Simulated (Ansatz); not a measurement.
# Cs3ICl2: complex band structure

A new crystal, Cs3ICl2: structure, gap and complex bands. It is built by putting Cs for Na, I for Br in the Na3BrCl2 structure of space group P-3m1, with the volume rescaled by atomic radii. The parent structure comes from the Materials Project.

Program: Ansatz 0.2.0. Level of theory: r2SCAN DFT, plane waves, PAW files, in the first sound run; inputs show where later runs differ. Results are calculated unless marked as measured.

The structure was built from a prototype and need not be the compound's stable phase.

## 1. Set-up

It takes space group P-3m1 (No. 164, trigonal). The conventional cell has a = 4.796 Å, b = 4.796 Å, c = 11.752 Å, α = 90.00°, β = 90.00°, γ = 120.00°. Cs has 6 Cl at 3.35 Å nearest. Nearest to Cs lie 3 Cl at 3.35 Å and 3 I at 3.47 Å. Nearest to I lie 6 Cs at 3.47 Å. Nearest to Cl lie 6 Cs at 3.35 Å. It derives from Na3BrCl2. Cs for Na, I for Br in the Na3BrCl2 structure of space group P-3m1. Farther neighbours and most contacts between anions are not listed.

## 2. Relaxing the new crystal

The substituted atoms don't fit the parent's cell, so cell and atoms relax together. A small smearing keeps the run stable in case the gap closes on the way.

File input.yaml:

```yaml
crystal:
  lattice:
    - [4.7957272602, 0.0, 0.0]
    - [-2.3978636301, 4.1532216369, 0.0]
    - [0.0, 0.0, 11.7521783405]
  atoms:
    - { symbol: Cs, position: [0.0, 0.0, 0.5] }
    - { symbol: Cs, position: [0.3333333333, 0.6666666667, 0.17809299] }
    - { symbol: Cs, position: [0.6666666667, 0.3333333333, 0.82190701] }
    - { symbol: I, position: [0.0, 0.0, 0.0] }
    - { symbol: Cl, position: [0.3333333333, 0.6666666667, 0.66105673] }
    - { symbol: Cl, position: [0.6666666667, 0.3333333333, 0.33894327] }
kpoints:
  mp_grid: { grid: [6, 6, 2] }
scf:
  occupations: { method: gaussian, width: 0.03 }
hamiltonian:
  xc: r2scan
output:
  forces: true
  stress: true
relax:
  f_tol: 0.02
  max_steps: 60
  cell: {}
```

Command:

```sh
ansatz run input.yaml --threads 2 --pin off --max-ram 4096MiB --backend cpu --events-out ev --progress --plain --runs-dir out
```

Numbers of over 12 decimals in the logs are rounded to 6 here.

Log:

```text
Engine: ansatz 0.2.0, aarch64-unknown-linux-gnu
Pseudopotentials: kind: paw
Pseudopotential: Cs, paw, valence charge 9, recommended cutoff 500 eV (meta_gga), Cs.paw.azcp
Pseudopotential: I, paw, valence charge 17, recommended cutoff 500 eV (meta_gga), I.paw.azcp
Pseudopotential: Cl, paw, valence charge 7, recommended cutoff 500 eV (meta_gga), Cl.paw.azcp
Functional definition: r2SCAN
  parameter k0 = 0.174
  parameter k1 = 0.065
  parameter a1 = 4.9479
  exchange = r2scan_x(k0 = k0, k1 = k1, a1 = a1)
  correlation = r2scan_c
Crystal: 6 atoms, lattice volume = 234.077 Å³
Basis set: ecut = 500 eV, 5977 PW (Γ), exchange–correlation on 144×144×360 points (64 copies of the dense FFT grid, shifted against one another)
Bands: 35, of which v1, the nominal top of the filled ones, is band 29 counted from 1 (28 counted from 0)
Symmetry: 12 space group operations
Space group: P-3m1 (ITA 164), of the structure as read, at distance tolerance 6.2e-5 Å
k-points: 14 of 72
Non-local potential: Cs, projectors of the file, l = 0: 3, l = 1: 2, l = 2: 2, l = 3: 2
Non-local potential: I, projectors of the file, l = 0: 2, l = 1: 2, l = 2: 2, l = 3: 2
Non-local potential: Cl, projectors of the file, l = 0: 2, l = 1: 2, l = 2: 2
PAW form: soft (Blöchl's): semilocal exchange-correlation on the pseudo side does not see the compensation charge
PAW frozen core: Cs, regenerated for the run's functional (the file was generated under x = pbe(κ = 0.804, μ = 0.219515), c = pbe(β = 0.066725))
PAW frozen core: I, regenerated for the run's functional (the file was generated under x = pbe(κ = 0.804, μ = 0.219515), c = pbe(β = 0.066725))
PAW frozen core: Cl, regenerated for the run's functional (the file was generated under x = pbe(κ = 0.804, μ = 0.219515), c = pbe(β = 0.066725))
PAW one-centre angular grid: Cs, 302 points (default); XC on 160 Gauss nodes
PAW one-centre angular grid: I, 590 points (default); XC on 160 Gauss nodes
PAW one-centre angular grid: Cl, 302 points (default); XC on 160 Gauss nodes
Initial density: superposition of atomic densities (neutral atoms: chi_scale 0, normalization atom), corrected by the library's trained network
Initial wavefunctions: pseudopotential atomic-orbital guess
Functional: x = r2scan, c = r2scan; τ floored in thin density (d = 2e-4 eV/Å³)
SCF iter   1: F=—  HF=-26764.515938 eV  |F-HF|=—  |Δ(HF+E_count)|=         —  Δρ=3.33e-3  dr2=2.18e-2  dr2_τ=5.22e-3  ethr=1.77e-3  ⟨swp⟩=13.5  Hψ=2965  notcnv=0
preconditioner: auto → Resta (q_TF=auto, 2.162 Å⁻¹)  ε∞=2.9  [insulator: Δε(μ)=4.905 eV  Ē_g=11.557 eV  σ=0.030 eV  W_gap=1.00  n_scr=38 (ndim 8)  ℏωp=15.7 eV  f_vac=0.074  D(μ)=0.00/eV (n_scr^D=0)  ε∞_Penn≈2.9]
SCF iter   2: F=—  HF=-26764.585421 eV  |F-HF|=—  |Δ(HF+E_count)|=   6.95e-2  Δρ=1.66e-3  dr2=5.15e-3  dr2_τ=2.64e-4  ethr=3.75e-5  ⟨swp⟩=3.6  Hψ=1079  notcnv=0  defer=19
SCF iter   3: F=—  HF=-26764.584446 eV  |F-HF|=—  |Δ(HF+E_count)|=   9.76e-4  Δρ=3.01e-4  dr2=1.34e-4  dr2_τ=5.14e-5  ethr=8.87e-6  ⟨swp⟩=2.0  Hψ=872  notcnv=0  defer=19
SCF iter   4: F=—  HF=-26764.584564 eV  |F-HF|=—  |Δ(HF+E_count)|=   1.18e-4  Δρ=8.95e-5  dr2=1.40e-5  dr2_τ=1.21e-6  ethr=2.32e-7  ⟨swp⟩=2.0  Hψ=796  notcnv=0  defer=19
SCF iter   5: F=—  HF=-26764.584651 eV  |F-HF|=—  |Δ(HF+E_count)|=   8.70e-5  Δρ=1.52e-5  dr2=5.28e-7  dr2_τ=1.76e-8  ethr=2.41e-8  ⟨swp⟩=2.0  Hψ=777  notcnv=0  defer=19
SCF iter   6: F=-26764.584652 eV  HF=-26764.584652 eV  |F-HF|=4.07e-8  |Δ(HF+E_count)|=   6.38e-7  Δρ=3.55e-6  dr2=3.22e-8  dr2_τ=1.50e-9  ethr=1.72e-10  ⟨swp⟩=5.0  Hψ=1944  notcnv=0
SCF 1 converged in 6 iterations: F = -26764.584652 eV  dr2 = 3.22e-8
  greatest PAW one-centre occupation: 0.999 electrons in one spin orbital (limit 2), on the I atom at site 3 (counted from 0), in its partial waves of l = 2
relax step   1: F+E_penalty+E_count = -26764.58465182 eV  Δ(F+E_penalty+E_count) = +0.000e0 eV  max|allowed force component| = 7.521e-1 eV/Å  Δτ_max = 0.0000 Å  P = +4.598 GPa  Ω = 234.077 Å³  (6 SCF iters, dr2 threshold 1.00e-7 eV, accepted)
Crystal: 6 atoms, lattice volume = 263.433 Å³
Basis set: ecut = 500 eV, 6675 PW (Γ), exchange–correlation on 144×144×360 points (64 copies of the dense FFT grid, shifted against one another)
Initial density: handed on by an earlier stage of this run
Initial wavefunctions: those handed on with the density
iter 1 solved again at ethr=3.72e-4 eV; its pass at ethr=3.10e-3 eV (dr2=2.16e-1 eV) is discarded
SCF iter   1: F=—  HF=-26764.425960 eV  |F-HF|=—  |Δ(HF+E_count)|=         —  Δρ=6.23e-3  dr2=2.15e-1  dr2_τ=4.04e-1  ethr=3.72e-4  ⟨swp⟩=1.7  Hψ=3149  notcnv=0
automatic band count: iteration 1 solves 33 bands in place of 35: the levels show a gap, and the empty bands left out lie too high to hold charge; the band table lists the bands solved (type scf.n_extra_bands for more)
preconditioner: auto → Resta (q_TF=auto, 2.120 Å⁻¹)  ε∞=2.8  [insulator: Δε(μ)=4.299 eV  Ē_g=10.956 eV  σ=0.030 eV  W_gap=1.00  n_scr=50 (ndim 8)  ℏωp=14.8 eV  f_vac=0.114  D(μ)=0.00/eV (n_scr^D=0)  ε∞_Penn≈2.8]
SCF iter   2: F=—  HF=-26765.212432 eV  |F-HF|=—  |Δ(HF+E_count)|=   7.86e-1  Δρ=2.37e-3  dr2=2.09e-2  dr2_τ=1.51e-3  ethr=3.71e-4  ⟨swp⟩=4.4  Hψ=983  notcnv=0  defer=1
SCF iter   3: F=—  HF=-26765.210505 eV  |F-HF|=—  |Δ(HF+E_count)|=   1.93e-3  Δρ=9.09e-4  dr2=2.82e-3  dr2_τ=1.30e-4  ethr=3.61e-5  ⟨swp⟩=2.7  Hψ=853  notcnv=0
SCF iter   4: F=—  HF=-26765.211610 eV  |F-HF|=—  |Δ(HF+E_count)|=   1.11e-3  Δρ=2.38e-4  dr2=2.09e-4  dr2_τ=7.37e-6  ethr=4.87e-6  ⟨swp⟩=2.1  Hψ=792  notcnv=0
SCF iter   5: F=—  HF=-26765.211887 eV  |F-HF|=—  |Δ(HF+E_count)|=   2.77e-4  Δρ=5.05e-5  dr2=1.01e-5  dr2_τ=5.53e-7  ethr=3.61e-7  ⟨swp⟩=2.0  Hψ=786  notcnv=0
SCF iter   6: F=—  HF=-26765.211896 eV  |F-HF|=—  |Δ(HF+E_count)|=   9.09e-6  Δρ=1.28e-5  dr2=6.23e-7  dr2_τ=1.37e-8  ethr=1.73e-8  ⟨swp⟩=2.0  Hψ=734  notcnv=0
SCF iter   7: F=-26765.211896 eV  HF=-26765.211896 eV  |F-HF|=1.90e-8  |Δ(HF+E_count)|=   4.21e-7  Δρ=3.08e-6  dr2=4.34e-8  dr2_τ=1.02e-9  ethr=1.03e-9  ⟨swp⟩=5.0  Hψ=1769  notcnv=0
SCF 2 converged in 7 iterations: F = -26765.211896 eV  dr2 = 4.34e-8
  greatest PAW one-centre occupation: 0.998 electrons in one spin orbital (limit 2), on the I atom at site 3 (counted from 0), in its partial waves of l = 2
relax step   2: F+E_penalty+E_count = -26765.21189650 eV  Δ(F+E_penalty+E_count) = -6.272e-1 eV  max|allowed force component| = 9.066e-2 eV/Å  Δτ_max = 0.1968 Å  P = +1.283 GPa  Ω = 263.433 Å³  energy of the carried Pulay correction = -1.497e-3 eV  (7 SCF iters, dr2 threshold 6.00e-7 eV, accepted)
Crystal: 6 atoms, lattice volume = 279.841 Å³
Basis set: ecut = 500 eV, 7173 PW (Γ), exchange–correlation on 144×144×360 points (64 copies of the dense FFT grid, shifted against one another)
iter 1 solved again at ethr=3.43e-5 eV; its pass at ethr=3.10e-3 eV (dr2=1.99e-2 eV) is discarded
SCF iter   1: F=—  HF=-26765.107807 eV  |F-HF|=—  |Δ(HF+E_count)|=         —  Δρ=1.78e-3  dr2=2.10e-2  dr2_τ=3.88e-2  ethr=3.43e-5  ⟨swp⟩=3.0  Hψ=3097  notcnv=0
automatic band count: iteration 1 solves 33 bands in place of 35: the levels show a gap, and the empty bands left out lie too high to hold charge; the band table lists the bands solved (type scf.n_extra_bands for more)
preconditioner: auto → Resta (q_TF=auto, 2.099 Å⁻¹)  ε∞=2.7  [insulator: Δε(μ)=4.576 eV  Ē_g=10.977 eV  σ=0.030 eV  W_gap=1.00  n_scr=50 (ndim 8)  ℏωp=14.4 eV  f_vac=0.127  D(μ)=0.00/eV (n_scr^D=0)  ε∞_Penn≈2.7]
SCF iter   2: F=—  HF=-26765.291997 eV  |F-HF|=—  |Δ(HF+E_count)|=   1.84e-1  Δρ=7.47e-4  dr2=3.62e-3  dr2_τ=9.83e-5  ethr=3.43e-5  ⟨swp⟩=4.1  Hψ=933  notcnv=0
SCF iter   3: F=—  HF=-26765.291123 eV  |F-HF|=—  |Δ(HF+E_count)|=   8.75e-4  Δρ=2.59e-4  dr2=2.35e-4  dr2_τ=1.09e-5  ethr=6.24e-6  ⟨swp⟩=2.8  Hψ=793  notcnv=0
SCF iter   4: F=—  HF=-26765.291352 eV  |F-HF|=—  |Δ(HF+E_count)|=   2.29e-4  Δρ=6.34e-5  dr2=1.89e-5  dr2_τ=5.52e-7  ethr=4.04e-7  ⟨swp⟩=2.0  Hψ=809  notcnv=0
SCF iter   5: F=—  HF=-26765.291372 eV  |F-HF|=—  |Δ(HF+E_count)|=   2.04e-5  Δρ=1.92e-5  dr2=1.68e-6  dr2_τ=4.92e-8  ethr=3.26e-8  ⟨swp⟩=2.1  Hψ=856  notcnv=0
SCF iter   6: F=-26765.291373 eV  HF=-26765.291373 eV  |F-HF|=1.36e-7  |Δ(HF+E_count)|=   1.17e-6  Δρ=5.01e-6  dr2=1.22e-7  dr2_τ=3.86e-9  ethr=1.03e-9  ⟨swp⟩=5.0  Hψ=1808  notcnv=0
SCF 3 converged in 6 iterations: F = -26765.291373 eV  dr2 = 1.22e-7
relax step   3: F+E_penalty+E_count = -26765.29137347 eV  Δ(F+E_penalty+E_count) = -7.948e-2 eV  max|allowed force component| = 4.900e-2 eV/Å  Δτ_max = 0.0368 Å  P = +0.313 GPa  Ω = 279.841 Å³  energy of the carried Pulay correction = -2.259e-3 eV  (6 SCF iters, dr2 threshold 6.00e-7 eV, accepted)
[...]
relax step   4: F+E_penalty+E_count = -26765.29793370 eV  Δ(F+E_penalty+E_count) = -6.560e-3 eV  max|allowed force component| = 9.913e-3 eV/Å  Δτ_max = 0.0126 Å  P = +0.050 GPa  Ω = 285.224 Å³  energy of the carried Pulay correction = -2.499e-3 eV  (6 SCF iters, dr2 threshold 2.73e-7 eV, accepted)
[...]
relax step   5: F+E_penalty+E_count = -26765.29810863 eV  Δ(F+E_penalty+E_count) = -1.749e-4 eV  max|allowed force component| = 1.022e-3 eV/Å  Δτ_max = 0.0044 Å  P = +0.002 GPa  Ω = 286.248 Å³  energy of the carried Pulay correction = -2.544e-3 eV  (6 SCF iters, dr2 threshold 6.70e-9 eV, accepted)
Basis set: ecut = 500 eV, 7281 PW (Γ), exchange–correlation on 160×160×384 points (64 copies of the dense FFT grid, shifted against one another)
Initial wavefunctions: pseudopotential atomic-orbital guess (no wavefunctions were taken with the density)
iter 1 solved again at ethr=1.76e-7 eV; its pass at ethr=3.10e-3 eV (dr2=1.02e-4 eV) is discarded
SCF iter   1: F=—  HF=-26765.295362 eV  |F-HF|=—  |Δ(HF+E_count)|=         —  Δρ=2.11e-4  dr2=8.99e-6  dr2_τ=1.77e-5  ethr=1.76e-7  ⟨swp⟩=3.9  Hψ=4418  notcnv=0
preconditioner: auto → Resta (q_TF=auto, 2.091 Å⁻¹)  ε∞=2.6  [insulator: Δε(μ)=4.430 eV  Ē_g=11.301 eV  σ=0.030 eV  W_gap=1.00  n_scr=50 (ndim 8)  ℏωp=14.2 eV  f_vac=0.127  D(μ)=0.00/eV (n_scr^D=0)  ε∞_Penn≈2.6]
SCF iter   2: F=—  HF=-26765.300563 eV  |F-HF|=—  |Δ(HF+E_count)|=   5.20e-3  Δρ=1.06e-4  dr2=1.83e-6  dr2_τ=1.15e-5  ethr=1.55e-8  ⟨swp⟩=2.7  Hψ=914  notcnv=0
SCF iter   3: F=—  HF=-26765.300681 eV  |F-HF|=—  |Δ(HF+E_count)|=   1.18e-4  Δρ=4.03e-5  dr2=3.06e-7  dr2_τ=1.60e-6  ethr=3.16e-9  ⟨swp⟩=2.0  Hψ=896  notcnv=0
SCF iter   4: F=—  HF=-26765.300679 eV  |F-HF|=—  |Δ(HF+E_count)|=   2.79e-6  Δρ=3.86e-6  dr2=1.25e-8  dr2_τ=9.11e-9  ethr=5.28e-10  ⟨swp⟩=2.0  Hψ=807  notcnv=0
SCF iter   5: F=—  HF=-26765.300679 eV  |F-HF|=—  |Δ(HF+E_count)|=   2.39e-8  Δρ=6.51e-7  dr2=1.49e-9  dr2_τ=3.13e-10  ethr=2.15e-11  ⟨swp⟩=2.0  Hψ=784  notcnv=0
SCF iter   6: F=—  HF=-26765.300679 eV  |F-HF|=—  |Δ(HF+E_count)|=  7.28e-10  Δρ=1.93e-7  dr2=2.68e-10  dr2_τ=7.19e-12  ethr=2.56e-12  ⟨swp⟩=2.0  Hψ=796  notcnv=0
SCF iter   7: F=—  HF=-26765.300679 eV  |F-HF|=—  |Δ(HF+E_count)|=  1.42e-10  Δρ=1.04e-7  dr2=7.89e-11  dr2_τ=2.23e-12  ethr=1.00e-12  ⟨swp⟩=5.0  Hψ=1739  notcnv=0
SCF iter   8: F=-26765.300679 eV  HF=-26765.300679 eV  |F-HF|=3.64e-12  |Δ(HF+E_count)|=  2.55e-11  Δρ=3.02e-8  dr2=7.91e-12  dr2_τ=5.53e-14  ethr=1.00e-12  ⟨swp⟩=5.0  Hψ=1615  notcnv=0
SCF 6 converged in 8 iterations: F = -26765.300679 eV  dr2 = 7.91e-12
relax step   6: F+E_penalty+E_count = -26765.30067855 eV  Δ(F+E_penalty+E_count) = -2.570e-3 eV  max|allowed force component| = 1.019e-3 eV/Å  Δτ_max = 0.0000 Å  P = +0.002 GPa  Ω = 286.248 Å³  stress off target by 3.62e-3 GPa  SCF on the basis re-selected at this cell (its energy is not comparable with the rows above)  (8 SCF iters)
basis re-selected at this cell: Δ(F+E_penalty+E_count) = -2.570e-3 eV, ΔP = -0.000 GPa vs the last step (what re-selecting the basis moved, of the pressure what is left beyond the Pulay correction that the steps carried, after the strain that the cell walked since its last selection, with what the two solves' SCF thresholds leave and, on support functions, any second-order correction that the steps lacked; it is no measure of the basis error at this ecutwfc). The dense FFT grid was sized anew with the basis: this SCF ran on 40×40×96 points, the steps before it on 36×36×90, so part of this shift can come from that change (see relax.cell in the input reference). [rest of the remark cut]
SCF converged after 8 iterations
Free energy (F): -26765.300679 eV
Harris-Foulkes:  -26765.300679 eV  (|F-HF|=3.64e-12)
Internal energy: -26765.300679 eV  (E = F + TS)
E sigma→0 (E₀):  -26765.300679 eV
Fermi energy:    4.016486 eV
--- Per-component energies (eV) ---
  E_band       = -669.297656
  E_kinetic    = 939.110082
  E_local      = -3936.440784  (includes V_loc(G=0)·N_el)
  E_nonlocal   = 54.147513
  E_hartree    = 1767.990743
  E_xc         = -819.343029
  E_vxc        = -826.470556  (∫ρ·V_xc dr)
  E_paw        = -21452.391863  (= ΣΔE_a)
  E_vpaw       = -478.858053  (= ΣTr[D̂ρ^β])
  E_aug_tail   = 0.000045  (compensation charges beyond the density's cutoff)
  E_vtau       = 43.232455  (kinetic-family band-sum trace: ∫τ·v_τ [+ j·A + Jᵃ·Aᵃ] dr)
  E_ewald      = -3318.323263
  E_core_change = -0.050123  (= ΣΔE_core)
  E_smearing   = -0.000000  (= −TS)
  E_closure    = -0.000000  (closes the sum)
  Σ components = -26765.300679   (vs F -26765.300679, Δ=0.00e0)
--- Forces (eV/Å), atoms counted from 1 ---
  atom   1  Cs    -0.00000000    -0.00000000     0.00000000
  atom   2  Cs     0.00000000    -0.00000000     0.00100209
  atom   3  Cs     0.00000000     0.00000000    -0.00100209
  atom   4  I     -0.00000000    -0.00000000     0.00000000
  atom   5  Cl     0.00000000     0.00000000     0.00101931
  atom   6  Cl     0.00000000    -0.00000000    -0.00101931
  max |Σ_I F_I| component: 5.78e-19 eV/Å
--- Stress (GPa, compression-positive) ---
        0.003622       0.000000       0.000000
        0.000000       0.003622       0.000000
        0.000000       0.000000      -0.000184
  P = ⅓ Tr σ = 0.0024 GPa (0.024 kbar)
--- Relaxed structure (5 steps of the walk, 5 accepted, 1 SCFs on fresh bases) ---
  F+E_penalty+E_count = -26765.30067855 eV   max|allowed force component| = 1.019e-3 eV/Å   (the final SCF, on the basis selected at the relaxed cell)
  cell:  # Å, volume = 286.2480 Å³
    - [5.122504, 0, 4.968536576802103e-17]
    - [-2.561252, 4.436219, -2.4842682884010516e-17]
    - [1.217565653219099e-16, 0, 12.596423]
  atoms:
    - { symbol: Cs, position: [0.0, 0, 0.5] }
    - { symbol: Cs, position: [0.333333, 0.666667, 0.193151] }
    - { symbol: Cs, position: [0.666667, 0.333333, 0.806849] }
    - { symbol: I, position: [0, 0, -6.273368697524176e-19] }
    - { symbol: Cl, position: [0.333333, 0.666667, 0.653195] }
    - { symbol: Cl, position: [0.666667, 0.333333, 0.346805] }
```

Elapsed: 43 s, on 2 threads of Arm Neoverse V2, shared host; peak memory 1.2 GiB.

Step by step:

```
step  energy less that of the first step (eV)  largest force component (eV/Å)  pressure (GPa)  volume (Å³)
   1                                   0.0000                          0.7521            4.60       234.08
   2                                  -0.6272                          0.0907            1.28       263.43
   3                                  -0.7067                          0.0490            0.31       279.84
   4                                  -0.7133                          0.0099            0.05       285.22
   5                                  -0.7135                          0.0010            0.00       286.25
  6*                                  -0.7160                          0.0010            0.00       286.25
```

Relaxation steps marked * repeat the geometry before them on a plane-wave basis chosen anew for their cell, so energy and pressure can jump there.

The run keeps the 12 symmetry operations that it works with, so distortions that break them were not tested.

```
conventional cell, symmetrised  before   after   change
                         a (Å)   4.796   5.123   +6.8 %
                         b (Å)   4.796   5.123   +6.8 %
                         c (Å)  11.752  12.596   +7.2 %
              volume (Å³/atom)   39.01   47.71  +22.3 %
```

The atoms that moved most (Å, as changes of fractional coordinates times the final cell):

```
atom     dx     dy      dz  length
 Cs2  0.000  0.000   0.190   0.190
 Cs3  0.000  0.000  -0.190   0.190
 Cl6  0.000  0.000   0.099   0.099
 Cl5  0.000  0.000  -0.099   0.099
```

The relaxed structure:

```cif
data_structure
_symmetry_space_group_name_H-M 'P 1'
_symmetry_Int_Tables_number 1
_cell_length_a 5.1225
_cell_length_b 5.1225
_cell_length_c 12.5964
_cell_angle_alpha 90.000
_cell_angle_beta 90.000
_cell_angle_gamma 120.000
_cell_volume 286.25
loop_
_atom_site_label
_atom_site_type_symbol
_atom_site_fract_x
_atom_site_fract_y
_atom_site_fract_z
_atom_site_occupancy
Cs1 Cs 0.00000 0.00000 0.50000 1
Cs2 Cs 0.33333 0.66667 0.19315 1
Cs3 Cs 0.66667 0.33333 0.80685 1
I4 I 0.00000 0.00000 0.00000 1
Cl5 Cl 0.33333 0.66667 0.65320 1
Cl6 Cl 0.66667 0.33333 0.34680 1
```

Numbers from this step:

* free energy: -26765.3007 eV
* Fermi energy: 4.016 eV
* pressure: 0.002353 GPa

The largest force component on a free atom ends at 0.0010 eV/Å.

[end of part 1 of 3]

[Logs are printed without paths, hosts, clocks, repeated set-up lines and the standing remarks that a program may print on its own settings, such as how far it seeks lower states.]

[Hosts, paths, dates, database ids (printed as entryN), source tags and the programs' standing remarks are cut or masked in the printed files.]
